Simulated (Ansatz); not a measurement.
# Decaying states in the gap of Sr2ZrSe4, part 3 of 3

A new crystal, Sr2ZrSe4: structure, gap and complex bands. It is built by putting Se for O, Zr for Hf in the Sr2HfO4 structure of space group I4/mmm, with the volume rescaled by atomic radii. The parent structure comes from the Materials Project.

Ansatz 0.2.0; r2SCAN DFT, plane waves, PAW files (the session's first sound run).

So far, gap on the k-mesh (eV): step 3 (band edges) 0.309; step 4 (complex bands, plane (001), k-mesh 6×6×6) 0.308.

The structure was built from a prototype and need not be the compound's stable phase.

## (7) A check of the settings: scf.n_extra_bands = 16 and accuracy = "medium"

This step: r2SCAN DFT, plane waves, PAW files; complex bands by layer matching along the plane's normal; changed: scf.n_extra_bands = 16, accuracy = "medium" (Ansatz 0.2.0).

This run repeats an earlier one, its twin (the complex run, plane (001)), with two settings changed (scf.n_extra_bands, accuracy; files written aside). It is meant to test whether the numerical route changes the result or only the time and how the run responds. Where the input is shown as a difference, that is against the step before, not the twin.

input.yaml reads:

```yaml
crystal:
  lattice:
    - [5.157351807, 0.0, 0.0]
    - [0.0, 5.157351807, 0.0]
    - [2.578675904, 2.578675904, 7.873169158]
  atoms:
    - { symbol: Sr, position: [0.3602346282, 0.3602346282, 0.2795307436] }
    - { symbol: Sr, position: [0.6397653718, 0.6397653718, 0.7204692564] }
    - { symbol: Zr, position: [0.0, 0.0, 0.0] }
    - { symbol: Se, position: [0.0, 0.5, 0.0] }
    - { symbol: Se, position: [0.5, 0.0, 0.0] }
    - { symbol: Se, position: [0.1704703506, 0.1704703506, 0.6590592988] }
    - { symbol: Se, position: [0.8295296494, 0.8295296494, 0.3409407012] }
kpoints:
  mp_grid: { grid: [6, 6, 6] }
scf:
  occupations: { method: fixed }
  n_extra_bands: 16
hamiltonian:
  xc: r2scan
output:
  eigenvalues: true
  transmission:
    leads: [[0, 0]]
    kpoints: [[0.0, 0.0], [-0.5, -0.5], [0.5, 0.0]]
    e_range: [-1.0, 1.31]
    de: 0.05
accuracy: medium
```

Run with:

```console
$ ansatz run input.yaml --threads 2 --pin off --max-ram 4096MiB --backend cpu --events-out ev --progress --plain --runs-dir out
```

Numbers of over 12 decimals in the logs are rounded to 6 here.

Output:

```text
[...]
Crystal: 7 atoms, lattice volume = 209.413 Å³
Basis set: ecut = 500 eV, 5325 PW (Γ), exchange–correlation on 160×160×256 points (64 copies of the dense FFT grid, shifted against one another)
Bands: 64, of which v1, the nominal top of the filled ones, is band 48 counted from 1 (47 counted from 0)
Symmetry: 16 space group operations
[...]
k-points: 30 of 216
[...]
SCF iter   1: F=—  HF=-33230.880257 eV  |F-HF|=—  |Δ(HF+E_count)|=         —  Δρ=7.39e-3  dr2=3.20e-1  dr2_τ=4.24e-2  ethr=1.77e-3  ⟨swp⟩=5.0  Hψ=6406  notcnv=0  defer=363
[...]
SCF iter   8: F=-33230.936489 eV  HF=-33230.936489 eV  |F-HF|=1.51e-8  |Δ(HF+E_count)|=   4.31e-8  Δρ=2.98e-6  dr2=2.99e-8  dr2_τ=2.62e-9  ethr=1.04e-10  ⟨swp⟩=13.5  Hψ=10851  notcnv=0
SCF 1 converged in 8 iterations: F = -33230.936489 eV  dr2 = 2.99e-8
[...]
transmission: 15 of 45 steps passed
transmission: 30 of 45 steps passed
transmission: 45 of 45 steps passed
SCF converged after 8 iterations
Free energy (F): -33230.936489 eV
[...]
Internal energy: -33230.936489 eV  (E = F + TS)
E sigma→0 (E₀):  -33230.936489 eV
Fermi energy:    7.218888 eV
[...]
--- Band table (eV; the first three rows and the last of 30) ---
  k-point 0: bands = [... 44 lower, 6.0047, 6.7291, 6.8833, 6.8833, 7.5270, 8.5881, 8.5881, 9.6041, ... 12 higher]
  k-point 1: bands = [... 44 lower, 5.9840, 6.4993, 6.7611, 6.7611, 7.5284, 8.7618, 8.7618, 9.5894, ... 12 higher]
  k-point 2: bands = [... 44 lower, 5.8974, 6.0637, 6.5705, 6.5705, 7.5312, 9.0740, 9.0740, 9.5559, ... 12 higher]
  k-point 29: bands = [... 44 lower, 5.7055, 6.6546, 6.7884, 7.0556, 10.1659, 10.2036, 10.2792, 10.8888, ... 12 higher]
--- Transmission ---
  basis      : 277 plane waves across, 15 finite elements along
  points     : 3, as listed
[...]
crystal 0  : Se4Sr2Zr1, at the sites [0, 0], period 7.8732 Å: whole cells are its period
[...]
channels       : 0.000000e0 a spin
[...]
slowest decay  : 0.1209 /Å at (-0.5000, -0.5000)
```

The job ended after 58 s (2 threads of AMD EPYC 9R45, shared host; peak memory 1.4 GiB).

This step gave:

```
level to which the leads are filled : 0.1540 eV from the Fermi level
```

K parallel (0, 0); values up to 1.5 1/Å, a degenerate pair printed once or twice; energies at which all values exceed this have no row. The Im kz of the slowest decaying states by energy, zero at the highest filled level on the SCF mesh:

```
energy (eV)  decay 1 (Å⁻¹)  decay 2 (Å⁻¹)  decay 3 (Å⁻¹)  decay 4 (Å⁻¹)
     -1.000          0.305          0.380          0.552          0.694
     -0.900          0.260          0.354          0.380          0.556
     -0.750         0.0857          0.379          0.465          0.560
     -0.650          0.379          0.499          0.561          0.668
     -0.550          0.378          0.523          0.561          0.660
     -0.400         0.0757          0.376          0.549          0.559
     -0.300         0.0640          0.107          0.375          0.557
     -0.200          0.117          0.129          0.373          0.555
     -0.100          0.145          0.146          0.371          0.552
      0.000          0.158          0.164          0.369          0.548
      0.050          0.164          0.171          0.368          0.546
      0.150          0.174          0.182          0.365          0.541
      0.250          0.182          0.189          0.363          0.484
      0.400          0.191          0.194          0.358          0.517
      0.500          0.194          0.196          0.355          0.521
      0.600          0.191          0.199          0.351          0.514
      0.700          0.187          0.202          0.348          0.506
      0.850          0.175          0.205          0.341          0.494
      0.950          0.164          0.205          0.337          0.485
      1.050          0.148          0.205          0.332          0.476
      1.200          0.114          0.204          0.325          0.460
      1.300         0.0759          0.202          0.320          0.449
```

K parallel (-0.5, -0.5); values up to 1.5 1/Å, a degenerate pair printed once or twice; energies at which all values exceed this have no row. The Im kz of the slowest decaying states by energy, zero at the highest filled level on the SCF mesh:

| energy (eV) | decay 1 (Å⁻¹) | decay 2 (Å⁻¹) | decay 3 (Å⁻¹) | decay 4 (Å⁻¹) |
| --- | --- | --- | --- | --- |
| -1.000 | 0.0157 | 0.316 | 0.983 | 1.04 |
| -0.900 | 0.326 | 0.973 | 1.04 | 1.11 |
| -0.750 | 0.340 | 0.957 | 1.03 | 1.08 |
| -0.650 | 0.347 | 0.947 | 1.02 | 1.05 |
| -0.550 | 0.354 | 0.936 | 1.00 | 1.01 |
| -0.400 | 0.363 | 0.905 | 0.919 | 0.998 |
| -0.300 | 0.369 | 0.908 | 0.989 | 0.991 |
| -0.200 | 0.373 | 0.896 | 0.981 | 1.02 |
| -0.100 | 0.378 | 0.885 | 0.972 | 1.04 |
| 0.000 | 0.00191 | 0.382 | 0.872 | 0.964 |
| 0.050 | 0.071 | 0.384 | 0.866 | 0.959 |
| 0.150 | 0.121 | 0.387 | 0.854 | 0.950 |
| 0.250 | 0.153 | 0.390 | 0.841 | 0.941 |
| 0.400 | 0.189 | 0.395 | 0.821 | 0.927 |
| 0.500 | 0.208 | 0.397 | 0.807 | 0.917 |
| 0.600 | 0.225 | 0.400 | 0.793 | 0.908 |
| 0.700 | 0.239 | 0.402 | 0.778 | 0.898 |
| 0.850 | 0.257 | 0.406 | 0.755 | 0.882 |
| 0.950 | 0.267 | 0.408 | 0.739 | 0.871 |
| 1.050 | 0.277 | 0.411 | 0.722 | 0.860 |
| 1.200 | 0.289 | 0.415 | 0.694 | 0.843 |
| 1.300 | 0.296 | 0.418 | 0.675 | 0.831 |

K parallel (0.5, 0); values up to 1.5 1/Å, a degenerate pair printed once or twice; energies at which all values exceed this have no row. Im kz of the slowest decaying states against energy, zero at the highest filled level on the SCF mesh:

| energy (eV) | decay 1 (Å⁻¹) | decay 2 (Å⁻¹) | decay 3 (Å⁻¹) | decay 4 (Å⁻¹) |
| --- | --- | --- | --- | --- |
| -1.000 | 0.350 | 0.646 | 0.896 | 1.16 |
| -0.800 | 0.0814 | 0.201 | 0.643 | 0.884 |
| -0.600 | 0.0848 | 0.348 | 0.638 | 0.871 |
| -0.400 | 0.0513 | 0.395 | 0.631 | 0.857 |
| -0.200 | 0.192 | 0.419 | 0.624 | 0.843 |
| 0.000 | 0.253 | 0.432 | 0.617 | 0.827 |
| 0.200 | 0.295 | 0.439 | 0.610 | 0.811 |
| 0.400 | 0.327 | 0.441 | 0.604 | 0.793 |
| 0.600 | 0.352 | 0.439 | 0.601 | 0.774 |
| 0.800 | 0.372 | 0.433 | 0.601 | 0.754 |
| 1.000 | 0.386 | 0.423 | 0.605 | 0.732 |
| 1.200 | 0.397 | 0.407 | 0.617 | 0.708 |

The energy agrees with the twin's within 2e-6 eV and the result to the printed digits, after as many cycles: the change makes no difference here.

## (8) Outcome

- band gap: 0.309 eV
- least decay constant at mid-gap, normal to (001): 0.121 Å⁻¹
- least decay constant on a mesh, normal to (001): 0.121 Å⁻¹

What this shows: With r2SCAN, the slowest decay at the wavevectors tried is κ = 0.121 Å⁻¹, normal to (001). Through such a film the transmission near mid-gap falls as exp(−2κd), a factor of ten every 9.5 Å. A free electron under a barrier of half the gap would need a mass of 0.36 mₑ to decay at this rate. The slowest decay isn't at the zone centre. The compound is made up by substitution; its stability against other phases and against distortions of the cell's symmetry was not tested. r2SCAN still narrows gaps, if less than LDA and GGA do, so real decay constants are likely larger.

[Logs are printed without paths, hosts, clocks, repeated set-up lines and the standing remarks that a program may print on its own settings, such as how far it seeks lower states.]

[Hosts, paths, dates, database ids (printed as entryN), source tags and the programs' standing remarks are cut or masked in the printed files.]
